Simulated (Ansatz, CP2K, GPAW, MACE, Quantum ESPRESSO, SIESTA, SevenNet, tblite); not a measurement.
**Ag(111)/Be(0001) interface (62 atoms): one structure in several programs**

How near do other programs and methods come to a plane-wave reference for Ag(111)/Be(0001) interface (62 atoms)? A plane-wave run serves as the reference.

Main program and level: Ansatz 0.2.0; Kohn-Sham DFT, PBE, PAW, plane waves.

### Step 1. Starting point

The cell holds 62 atoms: 14 Ag and 48 Be. Its edges and angles: a = 7.781 Å, b = 7.781 Å, c = 12.536 Å, α = 90.0°, β = 90.0°, γ = 60.0°. Fcc Ag(111), 2 repeat layers, 7 surface cells, strained +1.81 and +1.81 %; hcp Be(0001), 2 layers, 12 cells, -1.75 and -1.75 %; outer planes 2.37 Å apart and 2.39 Å at the second interface of the periodic stack; not relaxed, displaced by a Gaussian of 0.02 Å. Then every atom was moved at random, 0.03 Å r.m.s. a Cartesian component. Regions: Ag, 14 atoms (14 Ag); Be, 48 atoms (48 Be). The structure's axis is c.

### Step 2. The reference run

The PAW files are the set soft_2.

input.yaml

```yaml
crystal:
  lattice:
    - [7.7806, 0.0, 0.0]
    - [3.8903, 6.7382, 0.0]
    - [0.0, 0.0, 12.53554]
  atoms:
    - { symbol: Ag, position: [0.14411, 0.58048, 0.00152] }
    - { symbol: Ag, position: [0.61867, 0.47494, 0.18607] }
    - { symbol: Ag, position: [0.42559, 0.72479, 0.00109] }
    - { symbol: Ag, position: [0.90012, 0.62107, 0.18566] }
    [... 52 atom lines left out ...]
    - { symbol: Be, position: [0.55993, 0.99375, 0.66266] }
    - { symbol: Be, position: [0.56095, 0.82446, 0.81263] }
    - { symbol: Be, position: [0.39974, 0.83043, 0.37712] }
    - { symbol: Be, position: [0.39358, 0.66829, 0.51968] }
    - { symbol: Be, position: [0.38411, 0.83897, 0.65744] }
    - { symbol: Be, position: [0.38529, 0.67521, 0.80877] }
kpoints:
  mp_grid: { grid: [1, 1, 1] }
hamiltonian:
  xc: pbe
scf:
  occupations: { method: fermi_dirac, width: 0.05 }
output:
  forces: true
  eigenvalues: true
  populations: true
  stress: true
```

Command:

```sh
$ ansatz run input.yaml --threads 4 --pin off --max-ram 15872MiB --backend cpu --events-out ev --progress --plain --runs-dir out
```

Numbers of over 12 decimals in the logs are rounded to 6 here.

Log:

```text
[...]
Pseudopotentials: kind: paw
Pseudopotential: Ag, paw, valence charge 19, recommended cutoff 420 eV (normal), Ag.paw.azcp
Pseudopotential: Be, paw, valence charge 2, recommended cutoff 420 eV (normal), Be.paw.azcp
[... 5 lines on functional and potentials left out ...]
Crystal: 62 atoms, lattice volume = 657.204 Å³
Basis set: ecut = 420 eV, 12863 PW (Γ), exchange–correlation on 108×108×180 points (8 copies of the dense FFT grid, shifted against one another)
Bands: 243, of which v1, the nominal top of the filled ones, is band 181 counted from 1 (180 counted from 0)
Symmetry: 1 space group operations
Space group: P1 (ITA 1), of the structure as read, at distance tolerance 8.7e-5 Å
k-points: 1
[... 5 lines on functional and potentials left out ...]
Initial density: superposition of atomic densities (neutral atoms: chi_scale 0, normalization atom), corrected by the library's trained network
Initial wavefunctions: pseudopotential atomic-orbital guess
[...]
SCF iter   1: F=—  HF=-110710.423898 eV  |F-HF|=—  |Δ(HF+E_count)|=         —  Δρ=1.66e-2  dr2=1.01e1  ethr=1.77e-3  ⟨swp⟩=8.0  Hψ=1353  notcnv=0  defer=26
preconditioner: auto → Kerker (q_TF=auto, 2.470 Å⁻¹)  [metal: Δε(μ)=0.075 eV  Ē_g=8.790 eV  σ=0.050 eV  W_gap=0.36  n_scr=158 (ndim 8)  ℏωp=22.9 eV  f_vac=0.000  D(μ)=19.34/eV (n_scr^D=134)]
[...]
SCF iter  14: F=—  HF=-110708.648507 eV  |F-HF|=—  |Δ(HF+E_count)|=   3.16e-7  Δρ=2.14e-6  dr2=2.07e-7  ethr=1.94e-9  ⟨swp⟩=1.0  Hψ=199  notcnv=0  defer=44
SCF iter  15: F=-110708.648507 eV  HF=-110708.648507 eV  |F-HF|=2.76e-8  |Δ(HF+E_count)|=   7.54e-9  Δρ=7.21e-7  dr2=2.96e-8  ethr=2.76e-11  ⟨swp⟩=13.0  Hψ=1209  notcnv=0
SCF 1 converged in 15 iterations: F = -110708.648507 eV  dr2 = 2.96e-8
[...]
SCF converged after 15 iterations
Free energy (F): -110708.648507 eV
Harris-Foulkes:  -110708.648507 eV  (|F-HF|=2.76e-8)
Internal energy: -110708.282769 eV  (E = F + TS)
E sigma→0 (E₀):  -110708.465638 eV
Entropy (-TS):   -0.365738 eV (-5.899 meV/atom)
Fermi energy:    10.535251 eV
--- Per-component energies (eV) ---
[...]
Σ components = -110708.648507   (vs F -110708.648507, Δ=0.00e0)
--- Forces (eV/Å), atoms counted from 1 ---
  atom   1  Ag    -0.24695658    -0.15127775    -0.83530108
  atom   2  Ag     0.05482099    -0.00591581     0.58420542
  atom   3  Ag     0.20224202    -0.28626060    -0.79133856
  atom   4  Ag     0.03977816     0.14808895     0.76240358
[...]
atom  62  Be     0.51834581    -0.33687035    -0.42867332
  max |Σ_I F_I| component: 5.03e-4 eV/Å
--- Stress (GPa, compression-positive) ---
        7.170809       0.095421       0.098140
        0.095421       7.405933       0.023971
        0.098140       0.023971     -17.365551
  P = ⅓ Tr σ = -0.9296 GPa (-9.296 kbar)
--- Band table (eV) ---
  k-point 0: bands = ["-81.4977", "-81.4531", "-81.4494", "-81.4305", [... 227 levels ...], "17.6546", "17.6880", "17.7349", "17.7655", "17.8333", "17.8457", "17.9619", "18.0379", "18.0933", "18.1606", "18.2612", "18.2917"]
--- Löwdin populations: 62 sites ---
  site symbol       q [e]
     0     Ag     19.0305
     1     Ag     19.0287
     2     Ag     19.0170
[...]
61     Be      1.1639
  spilling = 0.106174 (of n_electrons = 362.000000)
```

Elapsed: 7.2 s, on 4 threads of Arm Neoverse V1, shared host; peak memory 0.82 GiB.

Reading the cycles: dr2 is the Hartree energy of the density residual (eV), the measure of convergence; HF is the Harris–Foulkes estimate of the energy, which meets the free energy F at convergence.

Numbers from this run:

```yaml
free_energy: -110708.6485 eV
free_energy_per_atom: -1785.6234 eV/atom
scf_cycles: 15
pressure: -0.9296 GPa
r_m_s_force_component: 0.4067 eV/Å
longest_force: 1.224 eV/Å
fermi_energy: 10.54 eV
levels_partly_filled_by_over_2_per_cent: 8
spilling_of_the_projection: 0.1062
```

Length of the force by element:

```tsv
element	coordination	atoms	mean length of the force (eV/Å)	spread	least	most
Ag	all	14	0.833	0.160	0.509	1.11
Be	all	48	0.610	0.244	0.209	1.22
```

By region:

```tsv
region	atoms	mean length of the force (eV/Å)
Ag	14	0.833
Be	48	0.61
```

The levels nearest the highest filled one (over half full), pooled over k-points and spins:

```tsv
level less the highest filled one (eV)	occupation
-1.04	2
-0.302	2.00
-0.0958	1.84
-0.0857	1.81
-0.0182	1.43
0	1.27
0.0609	0.683
0.0754	0.559
0.105	0.351
0.217	0.044
0.382	0.002
1.11	0
```

The run ends at a pressure of -0.93 GPa, with forces up to 1.2 eV/Å.

### Step 3. Local order

Density 4.91 g/cm³, 10.60 Å³ an atom.

g(r), total and by pair (bins of 0.2 Å):

```tsv
r (Å)	total	Be-Be	Be-Ag	Ag-Ag
2.00	0.10	0.16	0.00	0.00
2.20	5.77	9.63	0.00	0.00
2.40	1.11	1.62	0.39	0.00
2.60	0.24	0.00	0.68	0.00
2.80	0.51	0.00	0.40	7.24
3.00	0.99	0.27	0.56	12.51
3.20	1.45	2.16	0.46	0.00
3.40	0.18	0.02	0.47	0.00
3.60	0.41	0.35	0.57	0.00
3.80	2.15	3.40	0.32	0.00
4.00	1.46	2.07	0.41	1.46
4.20	0.99	1.17	0.55	1.86
4.40	1.19	1.56	0.74	0.00
4.60	0.62	0.67	0.62	0.00
4.80	0.38	0.05	1.00	0.00
5.00	1.72	1.80	0.98	5.75
5.20	0.70	0.43	0.84	2.93
5.40	1.11	1.25	1.02	0.00
5.60	0.68	0.71	0.74	0.00
5.80	1.38	1.65	0.85	1.87
6.00	1.98	2.68	0.86	1.36
6.20	0.39	0.04	1.05	0.00
6.40	0.54	0.31	0.93	0.64
6.60	0.71	0.39	1.08	1.97
6.80	1.10	1.11	1.25	0.00
7.00	1.42	1.71	1.11	0.05
7.20	0.94	0.89	1.01	0.98
7.40	0.90	0.85	1.12	0.05
```

### Step 4. What was run beside it

The programs:
- CP2K 2026.2: Gaussian basis with GTH pseudopotentials and a plane-wave density; labels give functional, basis (MOLOPT sets; SR short-range, UZH the newer set with its own potentials), grid cutoff/relative cutoff and solver (OT: orbital transformation; TRS4, TC2, SIGN: linear-scaling purification with its sparsity filter), or its built-in tight binding.
- GPAW 26.7.0: PAW with atomic orbitals (LCAO), plane waves or a real-space grid of spacing h.
- MACE: machine-learned potential, published weights.
- Quantum ESPRESSO 7.5: plane waves; labels (QE) give functional, pseudopotential set and cutoffs of waves/density.
- SIESTA 5.4.2: numerical atomic orbitals, whose automatically made sets are far from complete, with PseudoDojo norm-conserving potentials that we converted to its format (checked against plane waves on the same files for H, C, O, Si, Ge and Ca alone); labels give functional, basis size, energy shift and mesh cutoff.
- SevenNet: machine-learned potential, published weights.
- tblite 0.8.0: extended tight binding, driven from Python.

All use the same cell and atoms; the electronic-structure runs use the same k-mesh, and an electronic temperature of 580 K (0.05 eV) where levels are smeared.

Differences are against the plane-wave reference, forces as r.m.s. over components; share is that over the reference's r.m.s. force, slope the least-squares factor from reference forces to these. Total energies of different programs have different zeros and aren't compared.

```tsv
run	Δ force, r.m.s. (meV/Å)	share (%)	slope	Δ pressure (GPa)	cores	CPU time	memory (GiB)
reference	-	-	-	-	4	27 s	0.82
CP2K GFN1-xTB, diagonalisation	274	67.4	0.645	19.9	1	11 s	0.25
CP2K PBE+D3(BJ), DZVP-MOLOPT-SR, 600/50 Ry, diagonalisation	144	35.5	1.066	-5.12	4	13 min	3.8
CP2K PBE, DZVP-MOLOPT-SR, 210/50 Ry, diagonalisation (coarse)	2105	518	0.021	9.69	2	9 min	0.86
CP2K PBE, DZVP-MOLOPT-SR, 300/50 Ry, diagonalisation (coarse)	1746	429	0.875	8.99	2	11 min	1.1
CP2K PBE, DZVP-MOLOPT-SR, 600/50 Ry, diagonalisation	141	34.8	1.050	0.820	4	13 min	3.7
CP2K PBE, SZV-MOLOPT-SR, 600/50 Ry, diagonalisation (coarse)	1159	285	0.482	91.4	1	7.7 min	2.3
GPAW LDA, LCAO dzp, h 0.2 Å	169	41.5	0.978	-	1	3.9 min	0.84
GPAW PBE, LCAO dzp, h 0.2 Å	151	37.0	1.104	-	1	3.8 min	0.83
GPAW PBE, LCAO szp(dzp), h 0.2 Å (coarse)	184	45.4	1.072	-	1	2.8 min	0.79
MACE MP-0b3 medium potential	275	67.7	0.748	2.63	1	9.7 s	1.1
QE PBE+D3(BJ), sssp-1.3.0-efficiency, 45/360 Ry	11.7	2.88	1.017	-6.37	2	3.5 min	1.4
QE PBE, sssp-1.3.0-efficiency, 45/360 Ry	6.51	1.60	1.001	-0.394	2	3.6 min	1.4
SIESTA PBE, DZ, shift 0.01 Ry, mesh 300 Ry (coarse)	1519	373	1.702	57.4	1	66 s	0.41
SIESTA PBE, SZ, shift 0.01 Ry, mesh 300 Ry (coarse)	6370	1566	1.170	584	1	77 s	0.35
SevenNet 0 potential	341	83.9	0.754	-0.893	1	9.3 s	0.88
SevenNet l3i5 potential	212	52.2	0.728	1.69	1	11 s	1.4
tblite GFN1-xTB	285	70.0	0.665	22.9	1	4 s	0.11
```

Rows marked coarse were listed beforehand as settings not expected to be converged; some can still land near the reference.

Times of the machine-learned potentials are mostly Python's start and the loading of weights.

CPU time is summed over cores on a shared host, where runs went side by side, so it is rough. Symmetry, cutoffs, thresholds, outputs and thread counts weren't matched or tuned between programs; memory under MPI is the largest rank's times the ranks.

Runs without a result: SIESTA PBE, DZP, shift 0.01 Ry, mesh 300 Ry (stopped at the start: Generation of polarization orbital failed Stopping Program from Node:    0); SIESTA PBE, SZP, shift 0.01 Ry, mesh 300 Ry (stopped at the start: Generation of polarization orbital failed Stopping Program from Node:    0); SIESTA PBE, DZP, shift 0.01 Ry, mesh 100 Ry (stopped at the start: Generation of polarization orbital failed Stopping Program from Node:    0).

Mean charges by element (e), by run and scheme:

```tsv
run	scheme	Ag	Be
CP2K GFN1-xTB, diagonalisation	Mulliken	-0.08	+0.02
CP2K PBE+D3(BJ), DZVP-MOLOPT-SR, 600/50 Ry, diagonalisation	Mulliken	+0.03	-0.01
CP2K PBE+D3(BJ), DZVP-MOLOPT-SR, 600/50 Ry, diagonalisation	Hirshfeld	+0.07	-0.02
CP2K PBE, DZVP-MOLOPT-SR, 600/50 Ry, diagonalisation	Mulliken	+0.03	-0.01
CP2K PBE, DZVP-MOLOPT-SR, 600/50 Ry, diagonalisation	Hirshfeld	+0.07	-0.02
tblite GFN1-xTB	Mulliken	-0.04	+0.01
```

Within one program, basis, potentials and functional, energies share a zero. Each run against its twin at the usual cutoff or grid and solver:

```tsv
run	twin	Δ energy (meV/atom)	Δ force, r.m.s. (meV/Å)	CPU time over the twin's
CP2K PBE, DZVP-MOLOPT-SR, 210/50 Ry, diagonalisation	DZVP-MOLOPT-SR, 600/50 Ry, diagonalisation	-409	2116	0.70 (this twin ran on 4 cores)
CP2K PBE, DZVP-MOLOPT-SR, 300/50 Ry, diagonalisation	DZVP-MOLOPT-SR, 600/50 Ry, diagonalisation	-235	1731	0.85 (this twin ran on 4 cores)
```

A second geometry, displaced anew (every atom was moved at random, 0.06 Å r.m.s. a Cartesian component), gives an energy difference that all programs can be tested on. The reference puts it at 25.70 meV/atom.

```tsv
run	energy less the first geometry's (meV/atom)	error (meV/atom)	force share at the second geometry (%)
QE PBE, sssp-1.3.0-efficiency, 45/360 Ry	26.03	0.326	1.46
MACE MP-0b3 medium potential	30.62	4.92	61.9
CP2K PBE, DZVP-MOLOPT-SR, 600/50 Ry, diagonalisation	25.27	-0.430	25.1
GPAW PBE, LCAO dzp, h 0.2 Å	33.33	7.63	34.4
tblite GFN1-xTB	17.29	-8.41	49.3
SevenNet 0 potential	36.44	10.7	69.2
SevenNet l3i5 potential	33.37	7.67	55.6
CP2K GFN1-xTB, diagonalisation	19.21	-6.49	47.6
SIESTA PBE, SZ, shift 0.01 Ry, mesh 300 Ry	85.30	59.6	1115
CP2K PBE, SZV-MOLOPT-SR, 600/50 Ry, diagonalisation	31.59	5.89	205
CP2K PBE, DZVP-MOLOPT-SR, 300/50 Ry, diagonalisation	2.013	-23.7	307
CP2K PBE, DZVP-MOLOPT-SR, 210/50 Ry, diagonalisation	16.18	-9.52	390
CP2K PBE+D3(BJ), DZVP-MOLOPT-SR, 600/50 Ry, diagonalisation	25.38	-0.32	25.5
QE PBE+D3(BJ), sssp-1.3.0-efficiency, 45/360 Ry	26.14	0.436	1.92
GPAW PBE, LCAO szp(dzp), h 0.2 Å	34.31	8.61	44.2
GPAW LDA, LCAO dzp, h 0.2 Å	30.39	4.69	34.3
SIESTA PBE, DZ, shift 0.01 Ry, mesh 300 Ry	71.38	45.7	292
```

### Step 5. Outcome

| Quantity | Value |
| --- | --- |
| reference r.m.s. force component | 0.407 eV/Å |
| nearest in forces | QE PBE, sssp-1.3.0-efficiency, 45/360 Ry, 1.6 % |
| farthest in forces | SIESTA PBE, SZ, shift 0.01 Ry, mesh 300 Ry (coarse), 1566 % |
| cheapest electronic-structure run beside the reference | tblite GFN1-xTB, 4 s of CPU time |

What this shows: PBE on plane waves or a grid with other potentials, cutoffs or grids, coarse settings apart, differs from the reference by 1.6 % (QE PBE, sssp-1.3.0-efficiency, 45/360 Ry) of the r.m.s. force; this holds the reference's own error, so differences of a few per cent don't tell which side is nearer the exact PBE result (QE's 45 Ry are 612 eV, against the reference's 420 eV). The PBE runs in local orbitals, coarse settings apart, differ by 35 % (CP2K PBE, DZVP-MOLOPT-SR, 600/50 Ry, diagonalisation) to 37 % (GPAW PBE, LCAO dzp, h 0.2 Å); basis, grid and potentials can all enter. Tight binding differs by 67 % (CP2K GFN1-xTB, diagonalisation) to 70 % (tblite GFN1-xTB); it is another model, with fitted parameters of its own, and the xTB methods hold dispersion. Machine-learned potentials differ by 52 % (SevenNet l3i5 potential) to 84 % (SevenNet 0 potential); they were trained on other programs' data. The reference samples few k-points for this cell, and its sampling error, which other DFT runs on the same mesh share, can be part of so large a difference. Among those trained on PBE data the slope goes as low as 0.73, with a correlation of 0.85, so directions differ as well as sizes. Rows with another functional or a dispersion term differ by 2.9 % (QE PBE+D3(BJ), sssp-1.3.0-efficiency, 45/360 Ry) to 41 % (GPAW LDA, LCAO dzp, h 0.2 Å), which mixes the change of model with differences of basis and potentials. CP2K GFN1-xTB, diagonalisation needed 124 SCF steps, so its time overstates the method's usual cost. Runs with settings chosen to be coarse differ by 45 % (GPAW PBE, LCAO szp(dzp), h 0.2 Å) to 1566 % (SIESTA PBE, SZ, shift 0.01 Ry, mesh 300 Ry), their programs' other errors included. Of the electronic-structure runs that take under half the reference's CPU time, CP2K GFN1-xTB, diagonalisation comes nearest, at 67 % in 11 s against 27 s, too far off to be of use; its pressure misses by +19.9 GPa. In pressure, SIESTA PBE, SZ, shift 0.01 Ry, mesh 300 Ry misses by +584.1 GPa, at the same functional. Charges hang on model, scheme and program or settings: among these rows the mean for Ag runs from -0.08 to +0.07 e, even in sign. The energy difference between the two geometries, 25.7 meV/atom in the reference, is met best by QE PBE, sssp-1.3.0-efficiency, 45/360 Ry (+0.326) and CP2K PBE+D3(BJ), DZVP-MOLOPT-SR, 600/50 Ry, diagonalisation (-0.32) and worst by SIESTA PBE, SZ, shift 0.01 Ry, mesh 300 Ry (coarse) (+59.6). In the reference: 8 levels are partly filled, by over 2 % (at Γ alone), as in a metal. Periodic xTB results under one method name differ between programs and library versions. The potentials hold different valence shells: 362 electrons in the reference, 458 in Quantum ESPRESSO with SSSP, 346 in CP2K with SZV-MOLOPT-SR, 334 in GPAW and 458 in SIESTA; this bears on time and differences. Machine-learned potentials mimic data converged in k, so the reference's own k-point error enters their differences. The reference's stress is far from hydrostatic: its diagonal is 7.2, 7.4, -17.4 GPa, compression counted positive. The host structure and its lattice constant were typed by rule, without a check against the phase diagram. The electronic-structure runs sample only Γ, in a cell whose shortest periodic width is 7 Å, which is coarse for a cell with partly filled levels.

[Also dropped from logs without a mark: logging warnings of Python, and SIESTA's first energy breakdown and zero terms.]

[Logs are printed without paths, hosts, clocks, repeated set-up lines and the standing remarks that a program may print on its own settings, such as how far it seeks lower states.]

[Hosts, paths, dates, database ids (printed as entryN), source tags and the programs' standing remarks are cut or masked in the printed files.]
